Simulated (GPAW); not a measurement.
# Dielectric function and optical constants of CsPbCl3, part 2 of 2

Wanted: where CsPbCl3 starts to absorb, how strongly, and its refractive index.

GPAW 26.7.0; DFT, RPBE, plane-wave PAW (GPAW data sets), scalar-relativistic, RPA, optical limit.

So far. Step 2 (Ground state): There is a gap, 1.99 eV on this mesh (points off the mesh can give less), so no carriers' term is needed.

## 4. Dielectric function, RPA

Local fields let the induced charge screen the field inside the cell, which as a rule lowers ε, most along directions where the density is uneven.

This step: DFT, RPBE, plane-wave PAW (GPAW data sets), scalar-relativistic, RPA, optical limit (GPAW 26.7.0).

Input file df.py:

```python
from gpaw.response.df import DielectricFunction

df = DielectricFunction('full.gpw', frequencies={'type': 'nonlinear', 'domega0': 0.03, 'omega2': 8},
                        ecut=50,
                        eta=0.1,
                        nbands=78,
                        txt='df.txt')
for direction in ['x']:
    df.get_dielectric_function(xc='RPA', direction=direction, filename=f'df_{direction}.csv')
```

Launch:

```sh
$ OMP_NUM_THREADS=1 python df.py
```

Numbers of over 12 decimals in the logs are rounded to 6 here.

Log:

```text
Using integrator: PointIntegrator
NonLinearFrequencyDescriptor(from 0.000 to 46.201 eV, 455 points)
Nonperiodic BCs:  [False False False]
Using integrator: PointIntegrator
NonLinearFrequencyDescriptor(from 0.000 to 46.201 eV, 455 points)
Nonperiodic BCs:  [False False False]

Calculating chi0 body with:
    Ground state adapter containing:
    Number of spins: 1
    Number of kpoints: 216
    Number of irreducible kpoints: 20
    Number of completely occupied states: 22
    Number of partially occupied states: 22

    Linear response parametrization:
    q_c: [0.0, 0.0, 0.0]
    Number of frequency points: 455
    Planewave cutoff: 50.0
    Number of bands: 78
    Number of planewaves: 147
    Broadening (eta): 0.1

Integrating chi0 body.

Symmetries of q_c:
    Direct symmetries (Uq -> q): 48
    Indirect symmetries (TUq -> q): 0
In total 48 allowed symmetries.

20 groups of equivalent kpoints. 90.740741% reduction.

Integral kind: spectral function

Calculating chi0 optical extensions with:
    Ground state adapter containing:
    Number of spins: 1
    Number of kpoints: 216
    Number of irreducible kpoints: 20
    Number of completely occupied states: 22
    Number of partially occupied states: 22

    Linear response parametrization:
    Number of frequency points: 455
    Planewave cutoff: 50.0
    Number of bands: 78
    Number of planewaves: 147
    Broadening (eta): 0.1
Integrating chi0 head and wings.

Symmetries of q_c:
    Direct symmetries (Uq -> q): 48
    Indirect symmetries (TUq -> q): 0
In total 48 allowed symmetries.

20 groups of equivalent kpoints. 90.740741% reduction.

Integral kind: spectral function wings
```

It took 24 s on 1 thread of Arm Neoverse V2, shared host; peak memory 0.74 GiB.

Read-outs, printed or worked out from the files:

```
electronic dielectric constant ε∞, mean over x, y and z (by symmetry where fewer were run) : 3.744
main peak of Im epsilon, first axis                                                        : 3.712 eV
```

Some rows of df_x.csv (energy; Re and Im without local fields; Re and Im with them):

```text
0.000000, 4.270321, 0.000000, 3.743585, 0.000000
0.555532, 4.320477, 0.018778, 3.788180, 0.016705
1.143969, 4.511768, 0.050770, 3.958612, 0.045309
1.768324, 5.123697, 0.244987, 4.507060, 0.220436
2.431988, 6.213933, 1.345170, 5.466638, 1.164207
3.138794, 4.606621, 4.313130, 4.270344, 3.880446
3.893091, 2.791401, 3.277104, 2.449551, 3.143412
4.699832, 2.757856, 2.416452, 2.178469, 2.364606
5.564682, 2.668926, 2.736424, 2.099754, 2.466490
6.494155, 2.129139, 1.994191, 1.450465, 1.783239
7.495775, 1.869610, 1.825227, 1.087526, 1.376345
8.578281, 1.619990, 2.753307, 1.284821, 1.806046
9.751884, 1.566165, 1.494294, 0.975054, 1.000690
11.028587, 2.054767, 2.854188, 1.627388, 1.292364
12.422601, 1.236492, 2.280349, 1.057099, 1.142826
13.950874, 0.796686, 3.081424, 0.733930, 1.269739
15.633783, -0.830294, 0.991471, 1.103459, 1.575604
17.496047, -0.150380, 0.730465, 0.347006, 1.103087
19.567954, 0.167631, 0.518790, 0.506427, 0.684087
```

The Im ε, E ∥ x has structure finer than the step of the table below, so its rows give means over 0.5 eV, whole bins alone (the curve runs from 0 to 21.1 eV). Peaks (eV: height): 2.55: 2.47, 3.14: 3.88, 3.72: 4.43, 4.52: 3.41, 5.82: 3.14, 8.09: 2.11, 11.40: 2.01.

Values under the direct gap are tails of Lorentzian lines. Table of Im ε, E ∥ x by photon energy; means over each step:

| photon energy (eV) | Im ε, E ∥ x |
| --- | --- |
| 0.5 | 0.0151 |
| 1.0 | 0.0370 |
| 1.5 | 0.100 |
| 2.0 | 0.534 |
| 2.5 | 1.32 |
| 3.0 | 2.11 |
| 3.5 | 2.56 |
| 4.0 | 2.45 |
| 4.5 | 2.98 |
| 5.0 | 2.65 |
| 5.5 | 2.61 |
| 6.0 | 2.44 |
| 6.5 | 1.77 |
| 7.0 | 1.83 |
| 7.5 | 1.44 |
| 8.0 | 1.77 |
| 8.5 | 1.87 |
| 9.0 | 1.73 |
| 9.5 | 1.16 |
| 10.0 | 0.931 |
| 10.5 | 0.983 |
| 11.0 | 1.32 |
| 11.5 | 1.69 |
| 12.0 | 1.14 |
| 12.5 | 1.12 |
| 13.0 | 1.23 |
| 13.5 | 1.40 |
| 14.0 | 1.20 |
| 14.5 | 1.12 |
| 15.0 | 1.19 |
| 15.5 | 1.43 |
| 16.0 | 1.44 |
| 16.5 | 0.960 |
| 17.0 | 1.07 |
| 17.5 | 0.995 |
| 18.0 | 0.807 |
| 18.5 | 0.874 |
| 19.0 | 0.781 |
| 19.5 | 0.681 |
| 20.0 | 0.583 |
| 20.5 | 0.578 |

Re ε, E ∥ x against photon energy:

| photon energy (eV) | Re ε, E ∥ x |
| --- | --- |
| 0 | 3.74 |
| 1 | 3.90 |
| 2 | 4.42 |
| 3 | 5.86 |
| 4 | 2.07 |
| 5 | 2.27 |
| 6 | 1.01 |
| 7 | 1.21 |
| 8 | 1.96 |
| 9 | 0.848 |
| 10 | 1.15 |
| 11 | 1.62 |
| 12 | 1.00 |
| 13 | 1.23 |
| 14 | 0.739 |
| 15 | 1.05 |
| 16 | 0.300 |
| 17 | 0.690 |
| 18 | 0.622 |
| 19 | 0.480 |
| 20 | 0.608 |
| 21 | 0.721 |

The refractive index n and extinction k by photon energy:

| photon energy (eV) | n | k |
| --- | --- | --- |
| 0.0 | 1.93 | 0 |
| 0.5 | 1.94 | 0.00381 |
| 1.0 | 1.98 | 0.00912 |
| 1.5 | 2.04 | 0.0217 |
| 2.0 | 2.11 | 0.206 |
| 2.5 | 2.35 | 0.432 |
| 3.0 | 2.45 | 0.395 |
| 3.5 | 2.11 | 0.410 |
| 4.0 | 1.59 | 0.673 |
| 4.5 | 1.88 | 0.892 |
| 5.0 | 1.71 | 0.803 |
| 5.5 | 1.60 | 0.760 |
| 6.0 | 1.32 | 0.862 |
| 6.5 | 1.37 | 0.649 |
| 7.0 | 1.30 | 0.690 |
| 7.5 | 1.19 | 0.573 |
| 8.0 | 1.53 | 0.628 |
| 8.5 | 1.31 | 0.681 |
| 9.0 | 1.17 | 0.718 |
| 9.5 | 1.04 | 0.524 |
| 10.0 | 1.15 | 0.417 |
| 10.5 | 1.28 | 0.362 |
| 11.0 | 1.36 | 0.471 |
| 11.5 | 1.19 | 0.757 |
| 12.0 | 1.12 | 0.496 |
| 12.5 | 1.15 | 0.482 |
| 13.0 | 1.23 | 0.529 |
| 13.5 | 1.19 | 0.594 |
| 14.0 | 1.03 | 0.572 |
| 14.5 | 1.14 | 0.484 |
| 15.0 | 1.15 | 0.522 |
| 15.5 | 1.20 | 0.577 |
| 16.0 | 0.934 | 0.756 |
| 16.5 | 0.885 | 0.532 |
| 17.0 | 0.997 | 0.550 |
| 17.5 | 0.865 | 0.633 |
| 18.0 | 0.902 | 0.438 |
| 18.5 | 0.891 | 0.473 |
| 19.0 | 0.829 | 0.457 |
| 19.5 | 0.828 | 0.419 |
| 20.0 | 0.847 | 0.331 |
| 20.5 | 0.858 | 0.334 |
| 21.0 | 0.905 | 0.313 |

The reflectivity at normal incidence, E ∥ x has structure finer than the step of the table below, so its rows give means over 0.5 eV, whole bins alone (the curve runs from 0 to 21.1 eV). Peaks (eV: height): 2.51: 17.7, 3.10: 21.0, 3.68: 21.7, 4.33: 17.6, 5.22: 15.4, 5.87: 17.9, 15.93: 14.0.

Table of reflectivity at normal incidence, E ∥ x by photon energy; means over each step:

| photon energy (eV) | reflectivity at normal incidence, E ∥ x (%) |
| --- | --- |
| 0.5 | 10.3 |
| 1.0 | 10.8 |
| 1.5 | 11.8 |
| 2.0 | 13.1 |
| 2.5 | 14.8 |
| 3.0 | 17.1 |
| 3.5 | 16.2 |
| 4.0 | 13.8 |
| 4.5 | 15.8 |
| 5.0 | 14.0 |
| 5.5 | 13.8 |
| 6.0 | 14.1 |
| 6.5 | 9.23 |
| 7.0 | 9.76 |
| 7.5 | 7.40 |
| 8.0 | 9.23 |
| 8.5 | 10.2 |
| 9.0 | 10.7 |
| 9.5 | 6.91 |
| 10.0 | 3.99 |
| 10.5 | 4.22 |
| 11.0 | 6.32 |
| 11.5 | 10.1 |
| 12.0 | 5.76 |
| 12.5 | 5.33 |
| 13.0 | 5.81 |
| 13.5 | 7.44 |
| 14.0 | 6.97 |
| 14.5 | 5.47 |
| 15.0 | 6.02 |
| 15.5 | 7.70 |
| 16.0 | 12.3 |
| 16.5 | 7.57 |
| 17.0 | 6.99 |
| 17.5 | 8.80 |
| 18.0 | 5.72 |
| 18.5 | 6.42 |
| 19.0 | 6.74 |
| 19.5 | 5.77 |
| 20.0 | 4.15 |
| 20.5 | 3.66 |

The Im ε, E ∥ x has structure finer than the step of the table below, so its rows give means over 1 eV, whole bins alone (the curve runs from 0 to 21.1 eV). Peaks (eV: height): without local fields 3.1: 4.31, 3.7: 4.83, 4.3: 3.66, 5.8: 3.44, 8.1: 3.26, 11.2: 3.37, 14.7: 3.76; with local fields 2.5: 2.47, 3.1: 3.88, 3.7: 4.43, 4.5: 3.41, 5.8: 3.14, 8.1: 2.11, 11.4: 2.01.

Values under the direct gap are tails of Lorentzian lines. Im ε, E ∥ x against photon energy; means over each step:

| photon energy (eV) | without local fields | with local fields |
| --- | --- | --- |
| 1 | 0.0455 | 0.0406 |
| 2 | 0.598 | 0.533 |
| 3 | 2.20 | 1.98 |
| 4 | 3.04 | 2.79 |
| 5 | 2.85 | 2.68 |
| 6 | 2.54 | 2.31 |
| 7 | 2.13 | 1.78 |
| 8 | 2.49 | 1.66 |
| 9 | 2.22 | 1.64 |
| 10 | 1.55 | 0.952 |
| 11 | 2.74 | 1.40 |
| 12 | 2.13 | 1.23 |
| 13 | 2.35 | 1.23 |
| 14 | 3.09 | 1.22 |
| 15 | 2.41 | 1.21 |
| 16 | 0.954 | 1.37 |
| 17 | 0.881 | 1.03 |
| 18 | 0.668 | 0.846 |
| 19 | 0.523 | 0.784 |
| 20 | 0.530 | 0.605 |

Optical constants at common wavelengths, from n + ik = √ε:

| wavelength (nm) | n | k | R (%) | 1/α |
| --- | --- | --- | --- | --- |
| 1550 | 1.96 | 0.007 | 10.5 | 19 µm |
| 1064 | 1.99 | 0.012 | 11.0 | 7.2 µm |
| 633 | 2.16 | 0.187 | 13.7 | 269 nm |
| 450 | 2.07 | 0.209 | 12.5 | 171 nm |
| 308 | 1.59 | 0.582 | 9.8 | 42 nm |
| 248 | 1.71 | 0.804 | 14.4 | 25 nm |
| 193 | 1.37 | 0.639 | 9.1 | 24 nm |

Below the direct gap, k and the depth come from the tails of the Lorentzian lines, not from transitions.

## 5. Summary of results

* electronic dielectric constant ε∞, mean over x, y and z (by symmetry where fewer were run) (RPA): 3.74
* main peak of Im epsilon, first axis: 3.71 eV

In words: At this level (RPBE, RPA) CsPbCl3 has ε∞ = 3.74 and n = 1.96 at 1550 nm, and Im ε peaks at 3.7 eV. On the mesh the gap is 1.99 eV and the least direct gap 1.99 eV. Local fields change the static value along x from 4.27 to 3.74 (-12 %). Distinct maxima of Im ε, read by a parabola through the highest points, lie at 3.13 eV (3.9), 3.71 eV (4.4), 4.52 eV (3.4) and 5.83 eV (3.2). Excitons and phonon-assisted transitions are missing; RPBE gaps are as a rule too small, which pulls the onset down and ε∞ up, while the missing spin-orbit coupling works the other way with such heavy atoms. Spin-orbit coupling is left out although heavy atoms are present. The sum runs over mesh points, so small or evenly spaced maxima can still be ripples of the mesh. The curves end at 21 eV, about where the summed bands run out.

[Machine, clock and banner lines and Python warnings are left out of the logs.]

[Logs are printed without paths, hosts, clocks, repeated set-up lines and the standing remarks that a program may print on its own settings, such as how far it seeks lower states.]

[Hosts, paths, dates, database ids (printed as entryN), source tags and the programs' standing remarks are cut or masked in the printed files.]
